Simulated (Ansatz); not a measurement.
# Lattice dynamics of CaSnSe3 (model cell, started as cubic perovskite with Sn in the octahedra), part 2 of 2

The cell of CaSnSe3 (model cell, started as cubic perovskite with Sn in the octahedra) is at rest. What are its phonons? After the zone centre comes a 2×2×2 q mesh on a 8×8×8 k mesh.

Ansatz 0.2.0; DFT PBEsol, scalar-relativistic, plane waves, PAW; PAW set soft_1.

So far. Step 2 (Zone-centre response): Before it was imposed, the acoustic sum rule was missed by 3.1e-5 eV/Å². Small misses are needed for a sound result but don't prove that mesh and cutoff are converged. The lowest optical mode is imaginary, 117.3i cm⁻¹, so the energy falls along it.

The structure was built from a prototype and need not be the compound's stable phase.

### 3. Phonons on a q mesh

Stability and thermal properties need the whole zone. Linear response on a 2×2×2 q mesh gives force constants as far as a supercell of that size would.

File input.yaml:

```yaml
crystal:
  lattice:
    - [5.2086939713, 0.0, 0.0]
    - [0.0, 5.2086939713, 0.0]
    - [0.0, 0.0, 5.2086939713]
  atoms:
    - { symbol: Ca, position: [0.0, 0.0, 0.0] }
    - { symbol: Sn, position: [0.5, 0.5, 0.5] }
    - { symbol: Se, position: [0.5, 0.5, 0.0] }
    - { symbol: Se, position: [0.5, 0.0, 0.5] }
    - { symbol: Se, position: [0.0, 0.5, 0.5] }
kpoints:
  mp_grid: { grid: [8, 8, 8] }
hamiltonian:
  xc: pbesol
  pseudopotentials: { kind: paw, azcp: { folder: soft_1 }, xc_functional: pbe }
scf:
  occupations: { method: methfessel_paxton, width: 0.2 }
output:
  eigenvalues: true
phonons:
  method: dfpt
  qmesh: [2, 2, 2]
  temperatures: { t_max: 1000, t_step: 50 }
  qpath:
    path:
      - [[0.0, 0.0, 0.0], [0.0, 0.5, 0.0], [0.5, 0.5, 0.0], [0.0, 0.0, 0.0], [0.5, 0.5, 0.5], [0.0, 0.5, 0.0]]
      - [[0.5, 0.5, 0.5], [0.5, 0.5, 0.0]]
    npoints: 10
```

On the command line:

```
$ ansatz run input.yaml --threads 4 --pin off --max-ram 16384MiB --backend cpu --events-out ev --progress --plain --runs-dir out
```

Numbers of over 12 decimals in the logs are rounded to 6 here.

What it wrote:

```text
[...]
Crystal: 5 atoms, lattice volume = 141.314 Å³
Basis set: ecut = 420 eV, 2777 PW (Γ), exchange–correlation on 72×72×72 points (8 copies of the dense FFT grid, shifted against one another)
Bands: 44, of which v1, the nominal top of the filled ones, is band 36 counted from 1 (35 counted from 0)
Symmetry: 48 space group operations
k-points: 35 of 512
[...]
SCF iter   1: F=—  HF=-24020.183689 eV  |F-HF|=—  |Δ(HF+E_count)|=         —  Δρ=4.38e-2  dr2=5.60e0  ethr=3.10e-3  ⟨swp⟩=8.7  Hψ=6771  notcnv=0
[...]
SCF iter  13: F=-24018.844990 eV  HF=-24018.844990 eV  |F-HF|=7.28e-12  |Δ(HF+E_count)|=  2.91e-11  S|Δr|=    0.00e0  Δρ=4.31e-8  dr2=4.62e-12  ethr=1.00e-12  ⟨swp⟩=11.8  Hψ=8244  notcnv=0
SCF 1 converged in 13 iterations: F = -24018.844990 eV  dr2 = 4.62e-12
[...]
iter 1 solved again at ethr=9.31e-8 eV; its pass at ethr=3.10e-3 eV (dr2=6.70e-5 eV) is discarded
SCF iter   1: F=—  HF=-24018.844990 eV  |F-HF|=—  |Δ(HF+E_count)|=         —  Δρ=5.30e-7  dr2=6.46e-10  ethr=9.31e-8  ⟨swp⟩=3.9  Hψ=11248  notcnv=0
eigensolver tolerance schedule: the retry pair's looser diagonalisation over-reported the residual by 103733.42 of it (diagonalisation noise at an unbounded share of the residual, at the tolerance the schedule requests for it); recorded, not acted on — ethr = c·dr2/N_el stays at c = 1.0e-1
[...]
SCF iter   2: F=—  HF=-24018.844990 eV  |F-HF|=—  |Δ(HF+E_count)|=   6.89e-7  S|Δr|=    0.00e0  Δρ=8.44e-7  dr2=2.18e-9  ethr=1.00e-12  ⟨swp⟩=4.2  Hψ=4693  notcnv=0
[...]
SCF iter   6: F=-24018.844990 eV  HF=-24018.844990 eV  |F-HF|=1.46e-11  |Δ(HF+E_count)|=  1.09e-11  S|Δr|=    0.00e0  Δρ=1.25e-8  dr2=1.88e-13  ethr=1.00e-12  ⟨swp⟩=3.5  Hψ=4951  notcnv=0
SCF 2 converged in 6 iterations: F = -24018.844990 eV  dr2 = 1.88e-13
[...]
phonons: the bands overlap, so this run is a metal and interpolates without the dipole-dipole term. If the crystal is really an insulator or semiconductor, its LO-TO splitting is missing
NSCF: frozen V_eff on 35 k-points
WARN: eigensolver did not converge (k=1): 1 band(s) unlocked after 20 sweeps at ethr=1.19e-12 eV (storage-precision floor; scheduled 1.00e-12 eV) (lowest unlocked band 43, counted from 0; max residual 9.75e-6 eV among the unlocked bands, 9.75e-6 eV over every band; other slots of this pass that fall short are told together in one closing line; warning suppressed until the next SCF loop or pass starts)
[...]
DFPT response loops at q = (0, 0, 0) (fractional): preconditioner auto → Kerker (q_TF=auto, 2.438 Å⁻¹) (partly filled bands, converged f_vac=0.024); β = 1.00, the filter's whole step (`scf.mixing.beta` (0.50) is not read by the response loops under this deck's `scf.mixing.preconditioner`; to damp them name `kerker` or `kerker_dos`, under which they read `scf.mixing.beta`, and type it under 1.00, their step now; both keys bind the ground state too); Broyden in place of MSR1
[...]
SCF converged after 13 iterations
[...]
Free energy (F): -24018.844990 eV
[...]
Internal energy: -24018.838258 eV  (E = F + TS)
E sigma→0 (E₀):  -24018.843307 eV
Entropy (-TS):   -0.006733 eV (-1.347 meV/atom)
Fermi energy:    7.051500 eV
[...]
--- Band table (eV; the first three rows and the last of 35) ---
  k-point 0: bands = [... 32 lower, 6.0934, 6.0934, 6.2174, 6.2174, 6.2174, 8.4943, 9.3452, 9.3452, ... 4 higher]
  k-point 1: bands = [... 32 lower, 5.9909, 5.9909, 6.0729, 6.1747, 6.1747, 8.8612, 9.4324, 9.5343, ... 4 higher]
  k-point 2: bands = [... 32 lower, 5.7110, 5.7269, 6.1264, 6.1264, 6.1929, 9.5651, 9.7253, 9.7596, ... 4 higher]
  k-point 34: bands = [... 32 lower, 6.1844, 7.3829, 7.3829, 7.3829, 8.6684, 9.1843, 9.1843, 9.1843, ... 4 higher]
--- Phonons (Γ-DFPT): 4 representative perturbations + reference (Σ response iterations 12) ---
  ASR residual: 3.395e-5 → 0.000e0 eV/Å²; symmetrization residual: 2.582e-5 eV/Å²
  ASR residual per site (eV/Å²): 1.55e-5 3.17e-5 3.40e-5 3.40e-5 3.40e-5
[...]
--- Phonons (arbitrary-q DFPT): 4 irreducible q on the 2×2×2 mesh ---
  q = [0.0000, 0.0000, 0.0000] (star 1, of the zone-centre solve; hermiticity 4.48e-6, symmetrization 1.25e-11): -117.34 -117.34 -117.34 -71.60 -71.60 -71.60 -32.47 -32.47 -32.47 0.00 0.00 0.00 234.97 234.97 234.97
  q = [0.0000, 0.0000, -0.5000] (star 3, 9 solved perturbations in 975 linear systems a pass and spin channel, the states on 125 of 512 k-point pairs; hermiticity 2.48e-6, symmetrization 3.16e-9): -107.04 -107.04 -75.76 -69.72 -69.72 -68.45 -66.70 -37.60 -37.60 29.42 29.42 161.60 202.73 235.29 235.29
[...]
sum rule: each row above includes the acoustic sum rule's correction from the zone centre's row sums; it moved no ω² by more than (0.34 cm⁻¹)²
  mesh force constants: q→R imaginary residual 3.43e-18; ASR residual 3.395e-5 → 0.000e0 eV/Å²; symmetrization residual 7.105e-15 eV/Å²
  interpolated dispersion: 62 rows × 15 modes
  density of states and harmonic sums: on the 12×12×12 q-mesh, interpolated from the force constants of a 2×2×2 supercell (no non-analytic term)
  largest difference from the sums on the solved wave vectors: F 6.71e-2 eV, S 1.08e-4 and C_V 4.06e-5 eV/K
  zero-point energy: 0.064288 eV/cell   skipped modes (ω ≤ 0): 629, of them read as no rigid motion or as one in doubt: 626 (7.402e0 modes/cell left out, lowest -117.82 cm⁻¹)   left out of the sums: 4.94e-1 of the cell's modes: C_V's classical limit lies that fraction below 3 k_B per atom; for a crystal, a wire or a layer, F and S can be off by more, and a phonons.interpolated_qmesh denser along its periods is the remedy for the sampling
```

It took 7 min on 4 threads of Arm Neoverse V2, shared host; peak memory 2.1 GiB; 27 min of CPU time.

This step gave:

| Property | Result |
| --- | --- |
| sum-rule residual before enforcement | 3.40e-5 eV/Å² |
| lowest frequency on the path | -117.8 cm⁻¹ |
| highest frequency on the path or at a solved wavevector | 236.1 cm⁻¹ |
| lowest mode on the q mesh (acoustic modes at Γ apart) | -117.8 cm⁻¹ |

Frequencies (cm⁻¹) solved at each irreducible wavevector; negative means imaginary. Frequencies by wavevector, by row:

```
q in reciprocal lattice units  star  mode 1  mode 2  mode 3  mode 4  mode 13  mode 14  mode 15
                        0 0 0     1  -117.3  -117.3  -117.3   -71.6      235      235      235
                     0 0 -0.5     3    -107    -107   -75.8   -69.7    202.7    235.3    235.3
                  0 -0.5 -0.5     3  -114.3  -114.3   -92.7   -78.7    190.5    218.2    235.8
               -0.5 -0.5 -0.5     1  -117.8  -117.8  -117.8   -96.8    188.8    188.8    233.3
```

Interpolated from a 2×2×2 q mesh. Phonon branches along the path, in cm⁻¹:

```
    point  branch 1  branch 2  branch 3  branch 4  branch 12  branch 13  branch 14  branch 15
        Γ      -117      -117      -117       -72          0        235        235        235
  halfway      -112      -112      -102       -74        102        225        235        235
        X      -107      -107       -76       -70        162        203        235        235
  halfway      -111      -102       -97       -87        165        201        229        236
        M      -114      -114       -93       -79        168        190        218        236
  halfway      -114      -106       -95       -82        108        221        230        235
        Γ      -117      -117      -117       -72          0        235        235        235
  halfway      -111      -111       -88       -86        115        221        221        236
        R      -118      -118      -118       -97        172        189        189        233
  halfway      -109      -106      -106       -90        167        200        221        236
        X      -107      -107       -76       -70        162        203        235        235
jump to R      -118      -118      -118       -97        172        189        189        233
  halfway      -114      -114      -103       -95        170        190        210        235
        M      -114      -114       -93       -79        168        190        218        236
```

Tetrahedra on a 12×12×12 mesh, mean over bins of 5 cm-1. Interpolated from a 2×2×2 q mesh. The phonon density of states by wavenumber; read off at these points:

```
wavenumber (cm⁻¹)  phonon density of states (1/cm⁻¹/cell)
             -118                                  0.0190
             -112                                   0.227
             -108                                   0.141
              -98                                  0.0769
              -92                                   0.128
              -88                                   0.103
              -78                                  0.0796
              -72                                   0.162
              -68                                  0.0580
              -58                                  0.0226
              -52                                  0.0291
              -48                                  0.0502
              -42                                  0.0331
              -32                                  0.0312
              -22                                  0.0253
              -12                                  0.0157
               -2                                  0.0147
                8                                  0.0161
               18                                  0.0248
               28                                  0.0450
               38                                  0.0531
               48                                  0.0576
               58                                  0.0350
               62                                  0.0153
               72                                  0.0177
               82                                  0.0167
               92                                  0.0154
              102                                  0.0159
              112                                  0.0192
              122                                  0.0174
              132                                  0.0192
              142                                  0.0221
              152                                  0.0238
              162                                  0.0441
              172                                  0.0029
              178                                       0
              188                                  3.7e-4
              198                                  0.0277
              208                                  0.0414
              218                                  0.0457
              228                                  0.0611
              238                                   0.192
```

The partial phonon density of states has structure finer than the step of the table below, so its rows give means over 10 cm⁻¹, whole bins alone (the curve runs from -127 to 253 cm⁻¹). Peaks (cm⁻¹: height): Ca -110.6: 0.113; Se -110.6: 0.0725, -72.3: 0.129, -50.8: 0.0364, 47.4: 0.0319, 234.0: 0.135; Sn 49.8: 0.0215, 85.7: 0.0288, 116.8: 0.0349, 145.5: 0.0405, 164.6: 0.053, 234.0: 0.0367.

Phonopy on the run's constants, 11x11x11 mesh, Gaussian sigma 2.7 cm-1. Interpolated from a 2×2×2 q mesh. Partial phonon density of states against wavenumber; means over each step; values in 1/cm⁻¹/cell:

```
wavenumber (cm⁻¹)       Ca       Se       Sn
             -120   0.0201   0.0125   4.3e-4
             -110   0.0935   0.0588  0.00171
             -100   0.0453   0.0372   6.4e-4
              -90   0.0260   0.0824   4.0e-4
              -80  0.00671   0.0793   2.6e-4
              -70  0.00643   0.0959   8.0e-4
              -60  0.00703   0.0236   2.4e-4
              -50  0.00795   0.0303   6.8e-4
              -40   0.0101   0.0256  0.00117
              -30  0.00817   0.0172  0.00152
              -20  0.00985   0.0205   3.2e-4
              -10  0.00364  0.00691   5.0e-5
                0   8.2e-4  0.00166   2.2e-4
               10  0.00327  0.00644  0.00131
               20   0.0119   0.0248  0.00339
               30   0.0119   0.0250  0.00799
               40   0.0115   0.0288   0.0136
               50   0.0103   0.0296   0.0202
               60  0.00351   0.0115   0.0103
               70   5.1e-5  0.00106  0.00268
               80   3.5e-4  0.00701   0.0195
               90   3.2e-4  0.00582   0.0176
              100   5.4e-6   1.9e-4   5.8e-4
              110   2.0e-4  0.00482   0.0143
              120   3.7e-4  0.00792   0.0248
              130   2.0e-5   5.5e-4  0.00195
              140   2.3e-4  0.00599   0.0231
              150   2.0e-4  0.00471   0.0200
              160   2.2e-4  0.00212   0.0302
              170   1.4e-4  0.00136   0.0200
              180        0   3.7e-5   1.0e-4
              190        0  0.00737  0.00106
              200   1.1e-5   0.0315  0.00480
              210   1.1e-5   0.0319  0.00774
              220   1.4e-5   0.0389   0.0103
              230   3.1e-5   0.0772   0.0218
              240   2.0e-5   0.0526   0.0139
```

Symmetry leaves 4 wavevectors to solve. The lowest mode among them, the acoustic zeros apart, lies at q = (-0.5, -0.5, -0.5) and is imaginary, 117.8i cm⁻¹, so the energy falls along it.

### 4. Outcome

| Property | Result |
| --- | --- |
| space group (within 0.01 Å) | Pm-3m |
| volume per atom | 28.3 Å³ |
| electronic character | no gap on this mesh |
| highest optical mode at the zone centre (no LO-TO term) | 235 cm⁻¹ |
| lowest optical zone-centre mode | -117 cm⁻¹ |
| lowest mode on the q mesh (acoustic modes at Γ apart) | -118 cm⁻¹ |
| highest frequency on the path or at a solved wavevector | 236 cm⁻¹ |
| imaginary modes on the 2×2×2 q mesh | yes |

What this shows: Modes are clearly imaginary (beyond 10i cm⁻¹) at 4 of the 4 irreducible wavevectors, most at q = (-0.5, -0.5, -0.5) (117.8i cm⁻¹), so this structure is not a minimum of the energy. The optical modes at Γ span -117 to 235 cm⁻¹ (negative means imaginary). The highest mode in this list at Γ, 235.0 cm⁻¹, is mostly motion of Se (74 % of the kinetic energy). With no gap, or one that is small against the smearing, the frequencies hang on the k mesh and the smearing, most of all near Kohn anomalies. Spin-orbit coupling is left out, which can matter for the heavy elements here. The PAW files were made for PBE and serve the other functionals too. A phonon run warned that its eigensolver left some bands unconverged in a pass. The starting cell was built on a prototype and not taken from a measurement, so the phase need not exist. These are harmonic frequencies at zero temperature: anharmonic shifts, linewidths and thermal expansion are left out.

[Logs are printed without paths, hosts, clocks, repeated set-up lines and the standing remarks that a program may print on its own settings, such as how far it seeks lower states.]

[Hosts, paths, dates, database ids (printed as entryN), source tags and the programs' standing remarks are cut or masked in the printed files.]
